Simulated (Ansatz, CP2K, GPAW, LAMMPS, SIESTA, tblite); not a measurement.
# Codes compared on two particles of Al after sintering (141 atoms)

Wanted: errors and costs of other methods on two particles of Al after sintering (141 atoms). A plane-wave run serves as the reference.

Method: Kohn-Sham DFT, PBE, PAW, plane waves, in Ansatz 0.2.0.

## (1) Set-up

The cell holds 141 atoms: 141 Al. Its edges and angles: a = 22.838 Å, b = 23.816 Å, c = 36.621 Å, α = 90.0°, β = 90.0°, γ = 90.0°. It derives from Al (fcc Al). 2 sphere(s) of radius 6.88, 6.19 Å cut from fcc Al (a = 4.05 Å), turned at random and set in contact, in vacuum; annealed 50 ps at 520 K with the Finnis-Sinclair Al potential (Mendelev, file Al_mm.eam.fs of the LAMMPS distribution), cooled to 300 K. Vacuum lies along a, b and c.

## (2) The reference run

The PAW files are the set soft_2.

Contents of input.yaml:

```yaml
crystal:
  lattice:
    - [22.83819, 0.0, 0.0]
    - [0.0, 23.81578, 0.0]
    - [0.0, 0.0, 36.62134]
  atoms:
    - { symbol: Al, position: [0.57516, 0.69578, 0.04446] }
    - { symbol: Al, position: [0.67461, 0.67424, 0.95978] }
    - { symbol: Al, position: [0.68452, 0.64902, 0.02777] }
    - { symbol: Al, position: [0.47194, 0.6228, 0.7993] }
    [... 131 atom lines left out ...]
    - { symbol: Al, position: [0.58866, 0.64124, 0.18769] }
    - { symbol: Al, position: [0.70963, 0.50116, 0.11861] }
    - { symbol: Al, position: [0.38901, 0.55061, 0.18161] }
    - { symbol: Al, position: [0.7027, 0.57604, 0.17092] }
    - { symbol: Al, position: [0.69556, 0.64968, 0.22497] }
    - { symbol: Al, position: [0.68517, 0.69075, 0.1559] }
kpoints:
  mp_grid: { grid: [1, 1, 1] }
hamiltonian:
  xc: pbe
scf:
  occupations: { method: fermi_dirac, width: 0.05 }
output:
  forces: true
  eigenvalues: true
  populations: true
```

The run is started by

```sh
$ ansatz run input.yaml --threads 16 --pin off --max-ram 31232MiB --backend cpu --events-out ev --progress --plain --runs-dir out
```

Log:

```text
[...]
Pseudopotentials: kind: paw
Pseudopotential: Al, paw, valence charge 3, recommended cutoff 420 eV (normal), Al.paw.azcp
[... 5 lines on functional and potentials left out ...]
Crystal: 141 atoms, lattice volume = 19918.688 Å³
Basis set: ecut = 420 eV, 389381 PW (Γ), exchange–correlation on 320×320×500 points (8 copies of the dense FFT grid, shifted against one another)
Bands: 353, of which v1, the nominal top of the filled ones, is band 212 counted from 1 (211 counted from 0)
Symmetry: 1 space group operations
Space group: P1 (ITA 1), of the structure as read, at distance tolerance 2.7e-4 Å
k-points: 1
[... 3 lines on functional and potentials left out ...]
Initial density: superposition of atomic densities (neutral atoms: chi_scale 0, normalization atom), corrected by the library's trained network
Initial wavefunctions: pseudopotential atomic-orbital guess
[...]
SCF iter   1: F=—  HF=-75722.314242 eV  |F-HF|=—  |Δ(HF+E_count)|=         —  Δρ=1.09e-3  dr2=1.58e0  ethr=1.77e-3  ⟨swp⟩=9.0  Hψ=2011  notcnv=0  defer=64
preconditioner: auto → LDOS  [metal: Δε(μ)=0.031 eV  Ē_g=5.857 eV  σ=0.050 eV  W_gap=0.15  n_scr=1008 (ndim 8)  ℏωp=5.4 eV  f_vac=0.773  D(μ)=67.97/eV (n_scr^D=160)  β→1.0]
[...]
SCF iter   8: F=—  HF=-75722.205556 eV  |F-HF|=—  |Δ(HF+E_count)|=   1.58e-6  Δρ=5.38e-7  dr2=1.46e-7  ethr=3.91e-10  ⟨swp⟩=2.0  Hψ=502  notcnv=0  defer=75
SCF iter   9: F=-75722.205557 eV  HF=-75722.205557 eV  |F-HF|=1.43e-7  |Δ(HF+E_count)|=   6.60e-7  Δρ=1.64e-7  dr2=1.53e-8  ethr=2.36e-11  ⟨swp⟩=32.0  Hψ=2821  notcnv=0
SCF 1 converged in 9 iterations: F = -75722.205557 eV  dr2 = 1.53e-8
[...]
SCF converged after 9 iterations
Free energy (F): -75722.205557 eV
Harris-Foulkes:  -75722.205557 eV  (|F-HF|=1.43e-7)
Internal energy: -75721.629466 eV  (E = F + TS)
E sigma→0 (E₀):  -75721.917512 eV
Entropy (-TS):   -0.576090 eV (-4.086 meV/atom)
Fermi energy:    -2.696131 eV
--- Per-component energies (eV) ---
[...]
Σ components = -75722.205557   (vs F -75722.205557, Δ=0.00e0)
--- Forces (eV/Å), atoms counted from 1 ---
  atom   1  Al     0.37858659     0.30084343    -0.27667801
  atom   2  Al     0.21943914     0.49476037    -0.37058988
  atom   3  Al     0.18527489    -0.27752296     0.52461728
  atom   4  Al    -0.16570384     1.38638889    -0.35780322
[...]
atom 141  Al     0.53420184     0.09462610    -0.00801324
  max |Σ_I F_I| component: 2.47e-5 eV/Å
--- Band table (eV) ---
  k-point 0: bands = ["-13.3882", "-13.1009", "-12.8815", "-12.7038", [... 337 levels ...], "0.6100", "0.6210", "0.6485", "0.6627", "0.6969", "0.7009", "0.7214", "0.7362", "0.7469", "0.7645", "0.7907", "0.8082"]
--- Löwdin populations: 141 sites ---
  site symbol       q [e]
     0     Al      2.9769
     1     Al      2.9278
     2     Al      2.9559
[...]
140     Al      2.9194
  spilling = 0.017213 (of n_electrons = 423.000000)
```

Run time: 69 s. Hardware: 16 threads of Intel Xeon Platinum 8488C (Sapphire Rapids), shared host; peak memory 20 GiB.

Read from the output:

```
free energy                             : -75722.2056 eV
free energy per atom                    : -537.0369 eV/atom
SCF cycles                              : 9
r.m.s. force component                  : 0.4629 eV/Å
longest force                           : 1.756 eV/Å
Fermi energy                            : -2.696 eV
levels partly filled by over 2 per cent : 13
spilling of the projection              : 0.01721
```

Neighbours are counted within 3.43 Å (Al-Al).

Length of the force by element and coordination:

```
element  coordination  atoms  mean length of the force (eV/Å)  spread   least   most
     Al           all    141                            0.718   0.356  0.0948   1.76
     Al             5      5                            0.808   0.362   0.358   1.44
     Al             6     23                            0.633   0.398   0.131   1.76
     Al             7     29                            0.637   0.342   0.117   1.57
     Al             8     13                            0.618   0.308   0.163   1.27
     Al             9     20                            0.835   0.407  0.0948   1.73
     Al            10      3                            0.980   0.301   0.557   1.24
     Al            11      5                            0.749   0.263   0.398   1.02
     Al            12     42                            0.762   0.307   0.295   1.65
     Al            13      1                            0.745       0   0.745  0.745
```

The mean of these charges, 0.052 e, is only the charge that the projection spills.

Löwdin charges by element and coordination (they lack the spilled electrons, 0.052 e an atom on average):

```
element  coordination  atoms  mean charge (e)  spread    least    most
     Al           all    141           0.0516  0.0274  -0.0079   0.126
     Al             5      5           0.0731  0.0225   0.0362  0.0947
     Al             6     23           0.0705  0.0213   0.0282   0.101
     Al             7     29           0.0626   0.028  -0.0079   0.126
     Al             8     13           0.0473  0.0263   0.0082  0.0876
     Al             9     20           0.0623  0.0216   0.0243   0.126
     Al            10      3           0.0123   0.014  -0.0076  0.0231
     Al            11      5           0.0222   0.012   0.0076  0.0405
     Al            12     42           0.0335  0.0163  -0.0077  0.0613
     Al            13      1           0.0637       0   0.0637  0.0637
```

The levels nearest the highest filled one (over half full), pooled over k-points and spins:

```
level less the highest filled one (eV)  occupation
                                -0.153        1.91
                                -0.117        1.82
                               -0.0801        1.67
                               -0.0492        1.46
                               -0.0196        1.20
                                     0        1.01
                                0.0281       0.731
                                0.0546       0.506
                                0.0877       0.298
                                0.0999       0.241
                                 0.131       0.137
                                 0.177       0.057
```

## (3) Structure statistics

Normalised to the volume that the atoms fill. Pair distribution function in bins of 0.2 Å:

```
r (Å)  total
 2.40   0.06
 2.60   3.00
 2.80   7.69
 3.00   3.62
 3.20   0.22
 3.40   0.06
 3.60   0.14
 3.80   0.68
 4.00   1.55
 4.20   0.55
 4.40   0.18
 4.60   0.77
 4.80   2.83
 5.00   2.46
 5.20   0.89
 5.40   0.62
 5.60   1.02
 5.80   0.74
 6.00   0.37
 6.20   0.99
 6.40   1.25
 6.60   0.63
 6.80   0.41
 7.00   0.54
 7.20   0.67
 7.40   1.45
 7.60   1.21
 7.80   0.44
```

Bonds by pair of elements; cutoffs follow the first minimum of g(r), held within bounds set by covalent radii, and pairs that aren't listed don't count as bonded:

```
pair A-B  cutoff (Å)  bonds  mean length (Å)  spread (Å)  shortest (Å)  B about A  A about B
   Al-Al        3.43    626             2.83       0.139          2.43       8.88       8.88
```

How many atoms have how many bonded neighbours:

```
element  mean  5   6   7   8   9  10  11  12  13
     Al  8.88  5  23  29  13  20   3   5  42   1
```

## (4) The ladder

The programs:
- CP2K 2026.2: Gaussian basis with GTH pseudopotentials and a plane-wave density; labels give functional, basis (MOLOPT sets; SR short-range, UZH the newer set with its own potentials), grid cutoff/relative cutoff and solver (OT: orbital transformation; TRS4, TC2, SIGN: linear-scaling purification with its sparsity filter), or its built-in tight binding.
- GPAW 26.7.0: PAW with atomic orbitals (LCAO), plane waves or a real-space grid of spacing h.
- SIESTA 5.4.2: numerical atomic orbitals, whose automatically made sets are far from complete, with PseudoDojo norm-conserving potentials that we converted to its format (checked against plane waves on the same files for H, C, O, Si, Ge and Ca alone); labels give functional, basis size, energy shift and mesh cutoff.
- tblite 0.8.0: extended tight binding, driven from Python.

All use the same cell and atoms; the electronic-structure runs use the same k-mesh, and an electronic temperature of 580 K (0.05 eV) where levels are smeared.

Differences are against the plane-wave reference, forces as r.m.s. over components; share is that over the reference's r.m.s. force, slope the least-squares factor from reference forces to these. Total energies of different programs have different zeros and aren't compared.

```
                                                 run  Δ force, r.m.s. (meV/Å)  share (%)  slope  cores  CPU time  memory (GiB)
                                           reference                        -          -      -     16    16 min            20
CP2K PBE, DZVP-MOLOPT-SR, 350/50 Ry, diagonalisation                     16.7       3.60  0.983      2    38 min            24
                         GPAW PBE, LCAO dzp, h 0.2 Å                     52.9       11.4  1.058      2    43 min           9.6
 SIESTA PBE, DZ, shift 0.01 Ry, mesh 300 Ry (coarse)                      271       58.6  1.386      2    14 min           4.7
         SIESTA PBE, DZP, shift 0.01 Ry, mesh 300 Ry                     65.1       14.1  1.096      4    28 min           8.1
SIESTA PBE, DZP, shift 0.04 Ry, mesh 300 Ry (coarse)                     60.1       13.0  1.112      4    13 min           6.4
         SIESTA PBE, TZP, shift 0.01 Ry, mesh 300 Ry                     61.0       13.2  1.094      4    44 min           8.9
                                     tblite GFN1-xTB                      421       91.0  0.924      1      77 s          0.71
```

Rows marked coarse were listed beforehand as settings not expected to be converged; some can still land near the reference.

CPU time is summed over cores on a shared host, where runs went side by side, so it is rough. Symmetry, cutoffs, thresholds, outputs and thread counts weren't matched or tuned between programs; memory under MPI is the largest rank's times the ranks.

Runs without a result: CP2K GFN1-xTB, diagonalisation (not converged, the SCF not settling); SIESTA PBE, SZP, shift 0.01 Ry, mesh 300 Ry (cut off at its time limit of 9.7 min); GPAW PBE, LCAO dzp, h 0.22 Å (cut off at its time limit of 7.9 min).

## (5) Outcome

```json
{
  "reference r.m.s. force component": "0.463 eV/Å",
  "nearest in forces": "CP2K PBE, DZVP-MOLOPT-SR, 350/50 Ry, diagonalisation, 3.6 %",
  "farthest in forces": "tblite GFN1-xTB, 91 %",
  "cheapest electronic-structure run beside the reference": "tblite GFN1-xTB, 77 s of CPU time"
}
```

What this shows: The PBE runs in local orbitals, coarse settings apart, differ by 3.6 % (CP2K PBE, DZVP-MOLOPT-SR, 350/50 Ry, diagonalisation) to 14 % (SIESTA PBE, DZP, shift 0.01 Ry, mesh 300 Ry); basis, grid and potentials can all enter. Tight binding differs by 91 % (tblite GFN1-xTB); it is another model, with fitted parameters of its own, and the xTB methods hold dispersion. Runs with settings chosen to be coarse differ by 13 % (SIESTA PBE, DZP, shift 0.04 Ry, mesh 300 Ry) to 59 % (SIESTA PBE, DZ, shift 0.01 Ry, mesh 300 Ry), their programs' other errors included. One electronic-structure run takes under half the reference's CPU time: tblite GFN1-xTB, at 91 % in 77 s against 16 min, too far off to be of use. SIESTA PBE, DZP, shift 0.04 Ry, mesh 300 Ry stiffens the forces by a factor of 1.11 while following their directions (correlation 0.998); the slopes of the 4 SIESTA runs lie between 1.09 and 1.39. In the reference: 13 levels are partly filled, by over 2 % (at Γ alone): at this level the cell shows no clear gap. In the reference: Löwdin charges run from -0.01 to +0.13 e, about a mean that is the spilled charge alone. Periodic xTB results under one method name differ between programs and library versions. The electron count is odd in these runs, and they have no spin polarisation, so the unpaired electron is spread evenly over both spins. The electron count is odd and the run has no spin polarisation, so levels at the top are partly filled by construction.

[Also dropped from logs without a mark: logging warnings of Python, and SIESTA's first energy breakdown and zero terms.]

[Logs are printed without paths, hosts, clocks, repeated set-up lines and the standing remarks that a program may print on its own settings, such as how far it seeks lower states.]

[Hosts, paths, dates, database ids (printed as entryN), source tags and the programs' standing remarks are cut or masked in the printed files.]
